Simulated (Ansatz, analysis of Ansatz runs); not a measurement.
# A hop of S in LaY3S6 (P2_1/m), charge +2, part 5 of 5

How high is the barrier when S changes place in LaY3S6 (P2_1/m)? The case: V_S hop (3.4 Å), charge +2, in a cell of 60 host atoms with 1 S taken out.

Ansatz 0.2.0; plane-wave PAW DFT, PBEsol; nudged elastic band between two relaxed defect structures at fixed charge in a uniform background.

So far, barrier forward (eV): step 4 (nudged elastic band, charge +2, PBEsol) 0.957; step 6 (barrier from single points, PBEsol, denser k-mesh) 0.893.

## 8. Saddle search from image 1

A minimum-mode search from an image of the band needs no end points, and checks the top by another method.

This step: plane-wave PAW DFT, PBEsol; minimum-mode saddle search in a defect supercell, started from an image of the band.

qp2.saddle/input.yaml reads:

```yaml
crystal:
  lattice:
    - [10.96204844, 0.0, -0.00991385]
    - [0.0, 11.90274598, 0.0]
    - [-3.62275533, 0.0, 10.66637265]
  atoms:
    - { symbol: La, position: [0.94550683, 0.08377058, 0.30190082] }
    - { symbol: La, position: [0.054428, 0.24980223, 0.69725204] }
    - { symbol: "Y", position: [0.55392198, 0.08348656, 0.16848965] }
    - { symbol: "Y", position: [0.44944674, 0.24774076, 0.83400108] }
    - { symbol: "Y", position: [0.32052542, 0.08359683, 0.49701878] }
    - { symbol: "Y", position: [0.67996164, 0.25035422, 0.50244443] }
    - { symbol: "Y", position: [0.83913847, 0.0839095, 0.9120928] }
    - { symbol: "Y", position: [0.15866698, 0.25051473, 0.08376785] }
    - { symbol: S, position: [0.52056601, 0.08334379, 0.3898625] }
    - { symbol: S, position: [0.48178428, 0.24882859, 0.6112897] }
    - { symbol: S, position: [0.08216029, 0.08361798, 0.90393308] }
    - { symbol: S, position: [0.91441886, 0.25435099, 0.08878481] }
    - { symbol: S, position: [0.61031659, 0.0833872, 0.94899406] }
    - { symbol: S, position: [0.39129198, 0.24867847, 0.05458859] }
    - { symbol: S, position: [0.26933212, 0.0833095, 0.72796301] }
    - { symbol: S, position: [0.73297811, 0.25236368, 0.27449712] }
    - { symbol: S, position: [0.88381713, 0.08341503, 0.53783713] }
    - { symbol: S, position: [0.12107605, 0.25202114, 0.46216478] }
    - { symbol: S, position: [0.19224031, 0.08381559, 0.24684693] }
    - { symbol: S, position: [0.80460263, 0.2486961, 0.74895655] }
    - { symbol: La, position: [0.94607549, 0.41739191, 0.29963599] }
    - { symbol: La, position: [0.07782856, 0.58353637, 0.69305035] }
    - { symbol: "Y", position: [0.54830408, 0.41572745, 0.17239039] }
    - { symbol: "Y", position: [0.46971979, 0.58318686, 0.84380205] }
    - { symbol: "Y", position: [0.31468994, 0.40558076, 0.49276795] }
    - { symbol: "Y", position: [0.69492497, 0.5832445, 0.49637315] }
    - { symbol: "Y", position: [0.82438707, 0.41656026, 0.90361077] }
    - { symbol: "Y", position: [0.15739118, 0.58353148, 0.08052207] }
    - { symbol: S, position: [0.52033429, 0.42363796, 0.39884916] }
    - { symbol: S, position: [0.0716781, 0.42221853, 0.89577091] }
    - { symbol: S, position: [0.91068886, 0.5835579, 0.08122323] }
    - { symbol: S, position: [0.61003648, 0.407864, 0.95989569] }
    - { symbol: S, position: [0.39345761, 0.583468, 0.05345195] }
    - { symbol: S, position: [0.28407398, 0.4223902, 0.72752752] }
    - { symbol: S, position: [0.73309364, 0.58343228, 0.26570776] }
    - { symbol: S, position: [0.88733245, 0.42384392, 0.54576443] }
    - { symbol: S, position: [0.13446378, 0.58356616, 0.45986765] }
    - { symbol: S, position: [0.19472876, 0.41737293, 0.24481817] }
    - { symbol: S, position: [0.63813563, 0.58086003, 0.71349411] }
    - { symbol: La, position: [0.94583124, 0.74963651, 0.30002801] }
    - { symbol: La, position: [0.05430529, 0.91729793, 0.69737122] }
    - { symbol: "Y", position: [0.5484916, 0.75109069, 0.17246471] }
    - { symbol: "Y", position: [0.44969523, 0.91893466, 0.83380694] }
    - { symbol: "Y", position: [0.31380172, 0.76176051, 0.49218308] }
    - { symbol: "Y", position: [0.67990263, 0.91636656, 0.50253751] }
    - { symbol: "Y", position: [0.82654476, 0.75220351, 0.90642459] }
    - { symbol: "Y", position: [0.15934688, 0.9171978, 0.08398793] }
    - { symbol: S, position: [0.52022897, 0.74275764, 0.39907611] }
    - { symbol: S, position: [0.48160287, 0.91790781, 0.61096942] }
    - { symbol: S, position: [0.07238217, 0.74527666, 0.89610527] }
    - { symbol: S, position: [0.91487413, 0.9133484, 0.08940462] }
    - { symbol: S, position: [0.61013074, 0.7584217, 0.95933423] }
    - { symbol: S, position: [0.39162863, 0.91801464, 0.05447177] }
    - { symbol: S, position: [0.2843243, 0.7442785, 0.72734373] }
    - { symbol: S, position: [0.73293122, 0.91444724, 0.27447908] }
    - { symbol: S, position: [0.8870626, 0.74306121, 0.54606276] }
    - { symbol: S, position: [0.12070413, 0.91518658, 0.46209703] }
    - { symbol: S, position: [0.19425262, 0.74994917, 0.24447446] }
    - { symbol: S, position: [0.80425627, 0.91821564, 0.74927428] }
total_charge: 2
basis:
  ecutwfc: 420
  xc_grid: 2
hamiltonian:
  xc: pbesol
kpoints:
  mp_grid: { grid: [1, 1, 1] }
scf:
  occupations: { method: fixed }
  max_iter: 60
output:
  forces: true
saddle:
  mode_guess:
    - [0.0091, 0.0024, 0.0447]
    - [-0.004, 0.0079, 0.0016]
[... 21 atom lines left out ...]
    - [-0.1454, -0.0013, -0.0794]
    - [0.0814, 0.0706, 0.0548]
    - [-0.0998, -0.002, -0.0792]
    - [-0.0095, -0.0836, 0.0692]
[... 1 atom line left out ...]
    - [0.0059, -0.0715, -0.113]
[... 2 atom lines left out ...]
    - [-0.0212, 0.039, -0.0837]
[... 3 atom lines left out ...]
    - [-0.0587, 0.0198, 0.0157]
[... 2 atom lines left out ...]
    - [-0.6757, -0.024, -0.5504]
[... 6 atom lines left out ...]
    - [-0.0024, 0.094, 0.0844]
[... 1 atom line left out ...]
    - [0.003, 0.0652, -0.1102]
[... 3 atom lines left out ...]
    - [-0.0185, -0.0437, -0.087]
[... 3 atom lines left out ...]
    - [-0.0617, -0.0204, 0.0176]
[... 2 atom lines left out ...]
    - [-0.021, -0.0083, -0.0096]
  f_tol: 0.03
  max_steps: 40
  order_check: false
```

The run is started by

```console
$ ansatz run input.yaml --threads 4 --pin off --max-ram 7536MiB --backend cpu --events-out ev --progress --plain --runs-dir out
```

The program printed:

```text
Warning: saddle: disabling space-group detection — the unstable mode generally breaks the start geometry's symmetry, and a symmetrised force would hide it, so no spatial operation reduces the k-mesh or symmetrises the density; [...]
[...]
saddle search: every force call converges dr2 to 1.0e-10 eV
Crystal: 59 atoms, lattice volume = 1391.305 Å³
Basis set: ecut = 420 eV, 27171 PW (Γ), exchange–correlation on 150×160×160 points (8 copies of the dense FFT grid, shifted against one another)
Bands: 295, of which v1, the nominal top of the filled ones, is band 236 counted from 1 (235 counted from 0)
Symmetry: 1 space group operations
k-points: 1
[...]
SCF iter   1: F=—  HF=-136396.817726 eV  |F-HF|=—  |Δ(HF+E_count)|=         —  Δρ=6.02e-3  dr2=1.01e0  ethr=1.77e-3  ⟨swp⟩=4.0  Hψ=838  notcnv=0  defer=53
[...]
- { symbol: Y, position: [0.463933, 0.583463, 0.840265] }
[...]
- { symbol: La, position: [0.948428, 0.749686, 0.303652] }
    - { symbol: La, position: [0.055242, 0.917071, 0.697669] }
[...]
- { symbol: Y, position: [0.322755, 0.756162, 0.497266] }
    - { symbol: Y, position: [0.680134, 0.916837, 0.501856] }
    - { symbol: Y, position: [0.833517, 0.759211, 0.916286] }
    - { symbol: Y, position: [0.161969, 0.916794, 0.085462] }
[...]
- { symbol: S, position: [0.886104, 0.742193, 0.547518] }
    - { symbol: S, position: [0.122013, 0.914133, 0.463156] }
    - { symbol: S, position: [0.195728, 0.750004, 0.247126] }
    - { symbol: S, position: [0.804091, 0.916980, 0.749509] }
  unstable mode:
  mode_guess:
    - [0.01346472, 0.00047983, 0.04774386]
    - [0.00926295, 0.00138772, 0.00403150]
    - [0.01742860, -0.00014591, 0.00234807]
    - [0.00816834, -0.00011598, -0.01020326]
    - [-0.00410198, 0.00046082, 0.00146467]
[...]
- [-0.03378900, -0.01651386, 0.02526382]
    - [0.00099626, -0.01080521, 0.01296606]
    - [0.01261855, 0.00199097, 0.03384570]
    - [-0.01031477, -0.02414012, 0.01027653]
[key lines of the parts left out:]
SCF converged after 8 iterations
Free energy (F): -136396.091457 eV
Fermi energy:    7.870186 eV
```

The job ended after 6.8 min (4 threads of Arm Neoverse V2, shared host; peak memory 1.5 GiB; 26 min of CPU time).

Read from the output:

```yaml
free_energy: -136396.0915 eV
barrier_forward: 0.9567 eV
barrier_of_band: 0.9573 eV
```

This gives 0.957 eV against the band's 0.957 eV: both methods end at the same energy.

## 9. Results

| Property | Result |
| --- | --- |
| barrier forward | 0.96 eV |
| barrier backward | 0.42 eV |
| end less start | 0.53 eV |
| hop length | 2.20 Å |
| band iterations, as the log counts them | 6 |
| barrier from single points, PBEsol, denser k-mesh | 0.89 eV |
| saddle search from image 1 | 0.96 eV |

In words: The top of the band lies 0.96 eV above the start and 0.42 eV above the end. On the denser mesh the top lies 0.89 eV above the start, so the band's own sampling is not converged for this barrier. At the top S39 stands 2.60 Å from its nearest Y, 0.13 Å closer than at the start. No image-charge correction is applied; it largely cancels along a path if the charge stays localised alike. Keep in mind: sampling at the zone centre alone can move energies of charged and open-shell states by tenths of an eV or more in cells of this size; spin–orbit coupling, which can matter with heavy atoms, is left out.

[Long decimals in the printed logs are rounded to 6 places.]

[Repeated set-up lines and some long k-point lines are left out of the logs, and relaxed atomic positions are cut to six decimals.]

[Logs are printed without paths, hosts, clocks, repeated set-up lines and the standing remarks that a program may print on its own settings, such as how far it seeks lower states.]

[Hosts, paths, dates, database ids (printed as entryN), source tags and the programs' standing remarks are cut or masked in the printed files.]
